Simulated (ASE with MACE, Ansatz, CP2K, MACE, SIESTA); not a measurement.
# Running glassy 87SiO2-4Na2O-4ZnO-4SrO (mol %) (134 atoms) with machine-learned potentials

Aim: run glassy 87SiO2-4Na2O-4ZnO-4SrO (mol %) (134 atoms) in machine-learned potentials and see how near its forces come to a plane-wave reference, and at what cost.

Calculated with ASE with MACE; the method is named at each step.

## Step 1: Set-up

The cell holds 134 atoms: 40 Si, 4 Na, 2 Zn, 2 Sr and 86 O. Its edges and angles: a = 19.497 Å, b = 9.749 Å, c = 9.749 Å, α = 90.0°, β = 90.0°, γ = 90.0°. 67 atoms (20 Si, 2 Na, 1 Zn, 1 Sr, 43 O) placed at random at 2.44 g/cm³, melted at 4000 K for 10 ps at fixed volume with the Morse and Coulomb pair potential with partial charges (Pedone, Malavasi, Menziani, Cormack and Segre, J. Phys. Chem. B 110, 11780 (2006)). Quenched from 4000 K to 300 K at 50 K/ps and fixed volume, held 10 ps at zero pressure. The cell was repeated 2 x 1 x 1. Then every atom was moved at random, 0.03 Å r.m.s. a Cartesian component.

The yardstick, on the same geometry:

```
method                                           : Kohn-Sham DFT, PBE, PAW, plane waves (Ansatz 0.2.0); cutoff 420 eV, Γ point, fermi-dirac smearing of 0.05 eV; PAW set soft_2
r.m.s. force component                           : 1.978 eV/Å
longest force                                    : 11.19 eV/Å
gap (highest filled to lowest empty level) : 2.508 eV
SCF cycles                                       : 10
time                                             : 17 s on 8 threads of Arm Neoverse V1, shared host
CPU time                                         : 2.2 min
```

## Step 2: MACE MP-0b2 small potential

Method: machine-learned interatomic potential MACE MP-0b2 small, trained on PBE(+U) plane-wave data.

File run.py:

```python
import numpy as np
from ase.io import read
import mlip  # loads the published weights by name

atoms = read("structure.xyz")
atoms.calc = mlip.calc("mace-mp-0b2-small")
energy = atoms.get_potential_energy()
forces = atoms.get_forces()
print(f"energy {energy:.6f} eV")
print("forces (eV/A)")
for i, (a, f) in enumerate(zip(atoms, forces)):
    print(f"{i:4d} {a.symbol:2s} {f[0]:10.5f} {f[1]:10.5f} {f[2]:10.5f}")
```

File structure.xyz:

```xyz
134
Lattice="19.49702 0.00000 0.00000 0.00000 9.74851 0.00000 0.00000 0.00000 9.74851" Properties=species:S:1:pos:R:3 pbc="T T T"
Si 1.82024 5.40019 2.82502
Si 9.11993 7.20220 3.85602
Si 9.14313 0.63668 4.48763
Si 6.22793 7.13279 2.37171
Si 1.42699 2.24830 2.75035
Si 2.77852 7.67744 0.98060
Si 3.41783 9.23359 6.12041
Si 5.04661 7.95118 8.56738
Si 0.40749 9.67540 7.25250
Si 6.32620 4.31703 1.10841
Si 7.28097 9.13416 0.52856
Si 8.74909 4.56240 8.85730
Si 4.06844 6.55178 4.52526
Si 7.13045 2.86762 3.87766
Si 4.04115 2.16095 4.49709
Si 2.25074 4.05489 6.40058
Si 9.08678 4.86197 5.60773
Si 0.01774 7.55938 9.37426
Si 4.76800 5.13045 7.07059
Si 1.06337 2.38468 8.93539
Na 3.14643 4.37240 0.12810
Na 6.39756 2.01482 8.10160
Zn 8.56504 2.22714 1.00761
Sr 4.42953 1.02642 1.26906
O 7.44455 4.16027 9.62373
O 0.28505 0.98294 8.52566
O 9.71420 3.42875 9.36920
O 3.05518 5.14390 7.17871
O 8.64459 4.57429 7.26615
O 9.34726 5.99455 9.30154
O 2.94619 5.62265 4.01522
O 5.05168 3.44922 0.82560
O 9.14391 0.46091 6.05889
O 1.63424 3.04251 7.56309
O 4.04154 0.75414 5.37611
O 7.15443 3.40827 2.28408
O 4.32658 8.84697 7.57849
O 3.11991 2.01609 3.13366
O 1.43167 3.99796 2.66310
O 0.84715 4.39005 5.64361
O 2.67538 6.02604 1.51911
O 7.20337 0.96988 0.39667
O 0.78573 1.54494 4.15676
O 1.95185 9.54408 6.67363
O 3.16807 3.23378 5.42846
O 8.94075 6.41822 5.31323
O 7.95010 1.54329 3.92524
O 2.33048 2.18016 0.13443
O 5.55568 2.57058 4.13766
O 4.91715 5.59272 5.55860
O 6.48393 8.50333 8.92096
O 5.26264 6.46424 7.88576
O 7.78380 7.00167 3.05577
O 7.98871 3.88858 4.70161
O 2.86314 8.67793 2.15871
O 5.24411 3.79821 7.24685
[... 74 atom lines left out ...]
O 19.10026 8.77922 4.00732
O 18.51768 8.44055 0.48245
O 11.21098 7.83186 0.11338
O 10.10726 1.66524 1.78008
```

On the command line:

```sh
OMP_NUM_THREADS=4 python run.py > output.txt
```

Log:

```text
energy -994.824840 eV
forces (eV/A)
   0 Si    2.97411    8.41290    0.25506
   1 Si    1.06151   -0.25956   -0.15290
   2 Si    4.07629   -0.66854   -2.12390
   3 Si    9.00498   -1.12658   -3.33889
   4 Si    1.31129    1.33257    2.62410
   5 Si   -0.43519   -1.74497    3.20537
   6 Si    0.80900   -0.22624    3.20478
   7 Si    0.38363   -4.32243    0.26248
   8 Si    0.81312   -0.11283    0.34745
   9 Si    0.59678   -3.41302   -0.65866
  10 Si   -0.62893   -0.74919   -2.29323
  11 Si    0.99026    3.32594   -1.86091
  12 Si    2.99586    2.26475    1.40515
  13 Si   -1.05113    1.69120   -1.90271
  14 Si   -2.52226    0.45717    2.77840
  15 Si   -2.68164   -2.73849    1.37050
  16 Si   -1.92009   -2.04124    2.72051
  17 Si    0.58771    1.34922   -1.35709
  18 Si   -3.09613    7.39892   -0.18100
  19 Si    3.62103   -2.26503   -1.77637
  20 Na    0.21148   -0.40308   -0.51187
  21 Na   -0.26472    0.60682   -0.12470
  22 Zn   -1.02214    0.21737    0.06151
  23 Sr   -1.00725    0.00477   -0.44035
[...]
126 O    -0.28114   -0.05966   -1.54697
 127 O    -1.02920   -0.58895    1.23265
 128 O    -0.03096    0.07838    0.18074
 129 O    -0.62253    0.21452    0.13116
 130 O    -0.23892    1.82929   -0.46036
 131 O    -2.09115    0.95949    1.60462
 132 O     1.21929   -0.21405    0.50192
 133 O     1.01439   -0.17371   -0.83852
```

Run time: 7.2 s. Hardware: 4 threads of Arm Neoverse V1, shared host; peak memory 0.72 GiB; 7.7 s of CPU time.

Banners, paths, timers and routine set-up lines are dropped from the logs unmarked, and long logs keep their key lines alone; longer cuts are marked.

Against the reference:

```
r.m.s. force component                  : 1.978 eV/Å
r.m.s. difference of force components   : 126.9 meV/Å
longest difference of force vectors     : 825.9 meV/Å
force difference over r.m.s. force      : 6.416 %
slope of forces against the reference's : 0.998
correlation of force components         : 0.9979
```

Length of the force difference by element (eV/Å):

```csv
element,atoms,mean,most
Na,4,0.070,0.10
O,86,0.14,0.46
Si,40,0.26,0.83
Sr,2,0.21,0.32
Zn,2,0.34,0.39
```

Local excerpt of 9 atoms (numbers count through the whole input) about O62, which bears the longest force; x, y, z are measured from there.

| atom | x | y | z | distance (Å) | bonds | Fx | Fy | Fz (eV/Å) |
| --- | --- | --- | --- | --- | --- | --- | --- | --- |
| O62 | 0.00 | 0.00 | 0.00 | 0.00 | 2 | -8.18 | -0.88 | 7.59 |
| Si4 | 1.07 | 0.04 | -0.94 | 1.43 | 4 | 9.00 | -1.13 | -3.34 |
| Si13 | -1.09 | -0.54 | 1.21 | 1.71 | 4 | 3.00 | 2.26 | 1.41 |
| O61 | 1.25 | 1.52 | -1.55 | 2.50 | 3 | -1.08 | 1.41 | -0.31 |
| O57 | 1.01 | -1.27 | -1.91 | 2.51 | 2 | -0.28 | 2.92 | 0.15 |
| O53 | 2.63 | -0.09 | -0.26 | 2.64 | 2 | -2.61 | -0.91 | -1.15 |
| O50 | -0.24 | -1.50 | 2.24 | 2.71 | 2 | 0.45 | 2.05 | -3.70 |
| O58 | -1.69 | 0.82 | 1.98 | 2.73 | 2 | 0.54 | -2.38 | -1.89 |
| O31 | -2.21 | -1.47 | 0.70 | 2.74 | 2 | -2.33 | -1.31 | -1.05 |

Atoms are counted from 1 here, from 0 in the log.

Forces lie 6.4 % from the reference's, at 0.059 times its CPU time (on 4 against 8 cores).

## Step 3: Summary of results

```yaml
force_difference_from_the_reference: MACE MP-0b2 small potential, 6.4 %
its_cpu_time: 7.7 s
```

What this shows: Machine-learned potentials differ by 6.4 % (MACE MP-0b2 small potential); they were trained on other programs' data. Machine-learned potentials mimic data converged in k, so the reference's own k-point error enters their differences. The quench rate of 50 K/ps is many orders above laboratory rates, so the cell is likely richer in defects and strain than a real sample. The network of bonds at the start is that of the classical potential that made the cell, and needn't be the one that DFT or experiment would give. The electronic-structure runs sample only Γ, in a cell whose shortest periodic width is 10 Å.

[Also dropped from logs without a mark: logging warnings of Python, and SIESTA's first energy breakdown and zero terms.]

[Logs are printed without paths, hosts, clocks, repeated set-up lines and the standing remarks that a program may print on its own settings, such as how far it seeks lower states.]

[Hosts, paths, dates, database ids (printed as entryN), source tags and the programs' standing remarks are cut or masked in the printed files.]
